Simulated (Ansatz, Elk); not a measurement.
## How far do independent atoms describe BaSc3?

Structure refinements treat a crystal as free atoms side by side. For a made-up structure of BaSc3 (cell and positions from a PBE relaxation) the runs below show what the calculated density changes in F(hkl).

Program: Elk 11.2.3 (patched build). Level of theory: DFT, PBE, all-electron APW+lo, Dirac cores, scalar-relativistic bands, static density, no spin. Results are calculated unless marked as measured.

The structure was built from a prototype and need not be the compound's stable phase.

## Step 1: The structure

Symmetry: Pm-3m, No. 221, cubic system. The conventional cell has a = 4.950 Å, b = 4.950 Å, c = 4.950 Å, α = 90.00°, β = 90.00°, γ = 90.00°. Ba has 12 Sc at 3.50 Å nearest. Nearest to Sc lie 4 Ba at 3.50 Å and 8 Sc at 3.50 Å. Farther neighbours are not listed.

## Step 2: Ground state and structure factors

An all-electron density is needed, since X-rays see the cores too. Task 0 finds the density and task 195 Fourier-transforms it; tshift is off so that phases refer to the origin typed.

The input, elk.in:

```
tasks
  0
  195

xctype
  20

spinpol
  .false.

rgkmax
  7.0

gmaxvr
  14.0

lmaxo
  7

lmaxapw
  8

swidth
  0.002

tshift
  .false.

ramdisk
  .false.

hmaxvr
  5.5

maxscl
  120

epspot
  1e-06

sppath
  './'

avec
  9.35361734124 -0.00000000000 -0.00000000000
  -0.00000000000 9.35361734124 0.00000000000
  -0.00000000000 0.00000000000 9.35361734124

atoms
  2
  'Ba.in'
  1
  -0.0000000000 0.0000000000 0.0000000000   0.000000 0.000000 0.000000
  'Sc.in'
  3
  0.5000000000 -0.0000000000 0.5000000000   0.000000 0.000000 0.000000
  0.5000000000 0.5000000000 -0.0000000000   0.000000 0.000000 0.000000
  0.0000000000 0.5000000000 0.5000000000   0.000000 0.000000 0.000000

ngridk
  5 5 5
```

Started as:

```
$ OMP_NUM_THREADS=4 elk
```

Numbers of over 12 decimals in the logs are rounded to 6 here.

Output:

```text
┌─────────────────────────┐
│ Elk code version 11.2.3 │
└─────────────────────────┘

All units are atomic (Hartree, Bohr, etc.)

┌─────────────────────────────────────────────────┐
│ Ground-state run starting from atomic densities │
└─────────────────────────────────────────────────┘

Lattice vectors :
   9.353617341      -0.000000000      -0.000000000
  -0.000000000       9.353617341       0.000000000
  -0.000000000       0.000000000       9.353617341

Reciprocal lattice vectors :
  0.6717385454       0.000000000       0.000000000
   0.000000000      0.6717385454       0.000000000
   0.000000000       0.000000000      0.6717385454

Unit cell volume      :    818.3494531
Brillouin zone volume :   0.3031103797

Muffin-tin inner radius fraction :   0.1000000000E-01

Nuclei treated as point charges

Species : 1 (Ba)
 parameters loaded from : Ba.in
 name : barium
 nuclear charge    :   -56.00000000
 electronic charge :    56.00000000
 atomic mass :    250331.8071
 muffin-tin radius :    2.800000000
 number of radial points in muffin-tin :   1393
 inner part over the whole radius :   0.9950032293E-02
 number on inner part of muffin-tin    :    996
 approximate nuclear radius :   0.9171481901E-04
 number of mesh points to nuclear radius :    504
 atomic positions (lattice), magnetic fields (Cartesian) :
  1 :   0.00000000  0.00000000  0.00000000    0.00000000  0.00000000  0.00000000

Species : 2 (Sc)
 parameters loaded from : Sc.in
 name : scandium
 nuclear charge    :   -21.00000000
 electronic charge :    21.00000000
 atomic mass :    81949.61073
 muffin-tin radius :    2.400000000
 number of radial points in muffin-tin :    993
 inner part over the whole radius :   0.9898716403E-02
 number on inner part of muffin-tin    :    698
 approximate nuclear radius :   0.6711386133E-04
 number of mesh points to nuclear radius :    323
 atomic positions (lattice), magnetic fields (Cartesian) :
  1 :   0.50000000  0.00000000  0.50000000    0.00000000  0.00000000  0.00000000
  2 :   0.50000000  0.50000000  0.00000000    0.00000000  0.00000000  0.00000000
  3 :   0.00000000  0.50000000  0.50000000    0.00000000  0.00000000  0.00000000

Total number of atoms per unit cell :    4
Total muffin-tin volume :    265.6698299
 ratio of muffin-tin to unit cell volume :   0.3246410552

Spin treatment :
 spin-unpolarised

Number of Bravais lattice symmetries :   48
Number of crystal symmetries         :   48
Crystal has inversion symmetry
Real symmetric eigensolver will be used

k-point grid :      5     5     5
k-point offset :    0.000000000       0.000000000       0.000000000
k-point set is reduced with full crystal symmetry group
Total number of k-points :       10

Muffin-tin radius times maximum |G+k| :    7.000000000
 using average radius
Maximum |G+k| for APW functions       :    2.800000000
Maximum (1/2)|G+k|²                   :    3.920000000
Maximum |G| for potential and density :    14.00000000
Constant for pseudocharge density :   10
 order of it for each species :   17  17
 order of it for pair densities of each species (exact exchange by exxq0 0: 18) :   12   9
Radial integration step length :    1

G-vector grid sizes :     42    42    42
Number of G-vectors :    37993

Maximum angular momentum used for
 APW functions            :    8
 outer part of muffin-tin :    7
 inner part of muffin-tin :    2

Total nuclear charge    :   -119.0000000
Total core charge       :    66.00000000
Total valence charge    :    53.00000000
Total excess charge     :    0.000000000
Total electronic charge :    119.0000000

Effective Wigner radius, rₛ :    1.179689576

Number of empty states         :     16
Total number of valence states :     43
Total number of core states    :     66

Third-order local-orbitals added for an l without core states : T
Total number of local-orbitals :     72

Exchange-correlation functional :     20     0     0
 Perdew-Burke-Ernzerhof, Phys. Rev. Lett. 77, 3865 (1996)
 gradient requirement :    1
[...]
Madelung                    :     -12643.759845166
 xc potential                :     -414.37273725220
 exchange                    :     -309.56063571588
 correlation                 :     -5.720814
 electron entropic           :    -0.31665602152410E-02
 total energy                :     -10432.731219023

Density of states at Fermi energy :    253.0475174
 (states/Hartree/unit cell)

Estimated indirect band gap :   0.4258972333E-02
 from k-point 7 to k-point 3
Estimated direct band gap   :   0.5745385306E-02
 at k-point 5

Charges :
 core                        :    66.00000000
 valence                     :    53.00000000
 interstitial                :    8.475261758
 muffin-tins (core leakage)
  species : 1 (Ba)
   atom 1                    :    54.03341224     (  0.5198456435E-05)
  species : 2 (Sc)
   atom 1                    :    18.83044200     ( -0.2163070221E-06)
[...]
total in muffin-tins        :    110.5247382
 total calculated charge     :    119.0001753
 total charge                :    119.0000000
 error                       :   0.1753430379E-03

RMS change in Kohn-Sham potential (target) :   0.2348966523     (  0.1000000000E-05)
Absolute change in total energy (target)   :   0.5324530482E-01 (  0.1000000000E-03)

[... loops 3 to 14 left out ...]

┌──────────────────┐
│ Loop number : 15 │
└──────────────────┘

Energies :
 Fermi                       :     0.209029
 sum of occupied eigenvalues :     -6352.8632660298
 electron kinetic            :      11000.486698698
 core electron kinetic       :      10568.285948035
 Coulomb                     :     -21116.901851504
 Coulomb potential           :     -16942.528495532
 nuclear-nuclear             :     -978.39866074645
 electron-nuclear            :     -23352.785851400
 Hartree                     :      3214.2826606427
 Madelung                    :     -12645.637603738
 xc potential                :     -410.82146919626
 exchange                    :     -309.84862496196
 correlation                 :     -5.717884
 electron entropic           :    -0.36169390381791E-02
 total energy                :     -10431.985278562

Density of states at Fermi energy :    290.1035466
 (states/Hartree/unit cell)

Estimated indirect band gap :   0.1657972447E-02
 from k-point 3 to k-point 8
Estimated direct band gap   :   0.1996705247E-02
 at k-point 3

Charges :
 core                        :    66.00000000
 valence                     :    53.00000000
 interstitial                :    8.066385106
 muffin-tins (core leakage)
  species : 1 (Ba)
[...]
species : 2 (Sc)
[...]
total in muffin-tins        :    110.9336149
 total calculated charge     :    119.0001776
 total charge                :    119.0000000
 error                       :   0.1775878719E-03

RMS change in Kohn-Sham potential (target) :   0.2160443287E-06 (  0.1000000000E-05)
Absolute change in total energy (target)   :   0.6142929487E-04 (  0.1000000000E-03)

Convergence targets achieved

┌──────────────────┐
│ Loop number : 16 │
└──────────────────┘

Energies :
 Fermi                       :     0.209029
 sum of occupied eigenvalues :     -6352.8632531507
 electron kinetic            :      11000.486712162
 core electron kinetic       :      10568.285955369
 Coulomb                     :     -21116.901851141
 Coulomb potential           :     -16942.528492049
 nuclear-nuclear             :     -978.39866074645
 electron-nuclear            :     -23352.785853184
 Hartree                     :      3214.2826627898
 Madelung                    :     -12645.637605117
 xc potential                :     -410.82147326408
 exchange                    :     -309.84862486950
 correlation                 :     -5.717884
 electron entropic           :    -0.36169406785397E-02
 total energy                :     -10431.985264631

Density of states at Fermi energy :    290.1037112
 (states/Hartree/unit cell)

Estimated indirect band gap :   0.1657974724E-02
 from k-point 3 to k-point 8
Estimated direct band gap   :   0.1996707093E-02
 at k-point 3

Charges :
 core                        :    66.00000000
 valence                     :    53.00000000
 interstitial                :    8.066384853
 muffin-tins (core leakage)
  species : 1 (Ba)
[...]
species : 2 (Sc)
   atom 1                    :    19.01954053     ( -0.2163513511E-06)
   atom 2                    :    19.01954053     ( -0.2163513511E-06)
   atom 3                    :    19.01954053     ( -0.2163513511E-06)
 total in muffin-tins        :    110.9336151
 total calculated charge     :    119.0001776
 total charge                :    119.0000000
 error                       :   0.1775879053E-03

┌──────────────────────────────┐
│ Self-consistent loop stopped │
└──────────────────────────────┘

Wrote STATE.OUT
```

Wall time 24 s (4 threads of Arm Neoverse V1, shared host); peak memory 0.21 GiB.

SFACRHO.OUT:

```text

h k l indices transformed by vhmat matrix:
   1.000000000       0.000000000       0.000000000    
   0.000000000       1.000000000       0.000000000    
   0.000000000       0.000000000       1.000000000    

      h      k      l  multipl.   |H|            Re(F)            Im(F)           |F|

      0      0      0      1   0.0000000       119.00000     -0.18217736E-16   119.00000    
      0      0      1      6  0.67173855       32.867702      0.42008297E-14   32.867702    
      0     -1      1     12  0.94998176       31.544564     -0.10010445E-14   31.544564    
     -1     -1     -1      8   1.1634853       93.443713      0.11932690E-13   93.443713    
      0      0     -2      6   1.3434771       89.385798      0.71411463E-14   89.385798    
     -1     -2      0     24   1.5020531       28.616188     -0.35035384E-14   28.616188    
     -2      1      1     24   1.6454167       27.802579     -0.68629889E-14   27.802579    
     -2      2      0     12   1.8999635       77.786407      0.13030394E-14   77.786407    
     -2      1     -2     24   2.0152156       26.015507      0.29240400E-14   26.015507    
     -3      0      0      6   2.0152156       26.007860     -0.52496603E-13   26.007860    
      0      3     -1     24   2.1242238       25.593799      0.15560581E-16   25.593799    
      3     -1      1     24   2.2279047       71.579304     -0.39972566E-13   71.579304    
      2      2      2      8   2.3269706       69.875085     -0.16474908E-13   69.875085    
      0      3     -2     24   2.4219878       24.453262      0.47033874E-13   24.453262    
     -3      1      2     48   2.5134155       24.131732     -0.41928108E-14   24.131732    
      4      0      0      6   2.6869542       64.144747     -0.10210806E-13   64.144747    
     -1      0      4     24   2.7696490       23.227583     -0.24001389E-14   23.227583    
      2     -3     -2     24   2.7696490       23.199307     -0.41641790E-13   23.199307
```

Elk indexes on the primitive cell of elk.in and gives |H| = 4π sin θ/λ in inverse bohr. Below, one row stands for each form hkl of the conventional cell (m members, Friedel mates merged), F is for one primitive cell and the density is static (no thermal factor). Free-atom factors are Waasmaier and Kirfel's, and R is Σm||F|−|F'||/Σm|F|.

| hkl | m | sin θ/λ (Å⁻¹) | abs F, DFT | neutral atoms | diff. |
| --- | --- | --- | --- | --- | --- |
| 100 | 6 | 0.101 | 32.868 | 32.730 | +0.138 |
| 110 | 12 | 0.143 | 31.545 | 31.433 | +0.111 |
| 111 | 8 | 0.175 | 93.444 | 93.840 | -0.396 |
| 200 | 6 | 0.202 | 89.386 | 89.683 | -0.297 |
| 210 | 24 | 0.226 | 28.616 | 28.538 | +0.079 |
| 211 | 24 | 0.247 | 27.803 | 27.801 | +0.002 |
| 220 | 12 | 0.286 | 77.786 | 77.731 | +0.055 |
| 221 | 24 | 0.303 | 26.015 | 26.079 | -0.064 |
| 300 | 6 | 0.303 | 26.008 | 26.079 | -0.072 |
| 310 | 24 | 0.319 | 25.594 | 25.623 | -0.029 |
| 311 | 24 | 0.335 | 71.579 | 71.544 | +0.035 |
| 222 | 8 | 0.350 | 69.875 | 69.818 | +0.057 |
| 320 | 24 | 0.364 | 24.453 | 24.468 | -0.015 |
| 321 | 48 | 0.378 | 24.132 | 24.133 | -0.001 |
| 400 | 6 | 0.404 | 64.145 | 64.109 | +0.036 |
| 410 | 24 | 0.416 | 23.228 | 23.217 | +0.010 |
| 322 | 24 | 0.416 | 23.199 | 23.217 | -0.018 |
| 330 | 12 | 0.429 | 22.870 | 22.934 | -0.064 |
| 411 | 24 | 0.429 | 22.887 | 22.934 | -0.048 |
| 331 | 24 | 0.440 | 60.853 | 60.760 | +0.093 |
| 420 | 24 | 0.452 | 59.856 | 59.777 | +0.078 |
| 421 | 48 | 0.463 | 22.110 | 22.130 | -0.020 |

## Step 3: The highest occupied states alone

An energy window below the Fermi level keeps the highest occupied states, to see at which angles they scatter; shallow core shells can lie inside it and anion s states outside. No new self-consistency is needed.

Edit elk.in of step 2 so:

```diff
@@ -1,3 +1,2 @@
 tasks
-  0
   195
@@ -40,2 +39,5 @@
 
+wsfac
+  -0.342210 0.509030
+
 sppath
```

Started as:

```
$ OMP_NUM_THREADS=4 elk
```

Output:

```text
┌─────────────────────────────────┐
│ Elk code version 11.2.3 started │
└─────────────────────────────────┘

Info(readinput): the functional depends on the density's gradient
 muffin-tin radial points multiplied by    2.00000
 (not where nrmtscf is given)

┌────────────────────┐
│ Current task : 195 │
└────────────────────┘

Info(sfacrho): density structure factors written to SFACRHO.OUT

 Energy window :  -0.3422100000      0.5090300000

┌──────────────────┐
│ Elk code stopped │
└──────────────────┘
```

It took 13 s on 4 threads; peak memory 0.16 GiB; 15 s of CPU time.

States within 15 eV below the Fermi level hold 17.00 electrons; any levels below the window count with the cores. Their amplitudes can exceed the total, where window and core parts have opposite phase:

| hkl | sin θ/λ (Å⁻¹) | abs F, window | abs F, all |
| --- | --- | --- | --- |
| 100 | 0.101 | 3.335 | 32.868 |
| 110 | 0.143 | 2.471 | 31.545 |
| 111 | 0.175 | 3.087 | 93.444 |
| 200 | 0.202 | 2.202 | 89.386 |
| 210 | 0.226 | 0.812 | 28.616 |
| 211 | 0.247 | 0.393 | 27.803 |
| 220 | 0.286 | 0.784 | 77.786 |
| 221 | 0.303 | 0.235 | 26.015 |
| 300 | 0.303 | 0.253 | 26.008 |
| 310 | 0.319 | 0.287 | 25.594 |

(Continued in part 2 of 2.)

[Logs are printed without paths, hosts, clocks, repeated set-up lines and the standing remarks that a program may print on its own settings, such as how far it seeks lower states.]

[Hosts, paths, dates, database ids (printed as entryN), source tags and the programs' standing remarks are cut or masked in the printed files.]
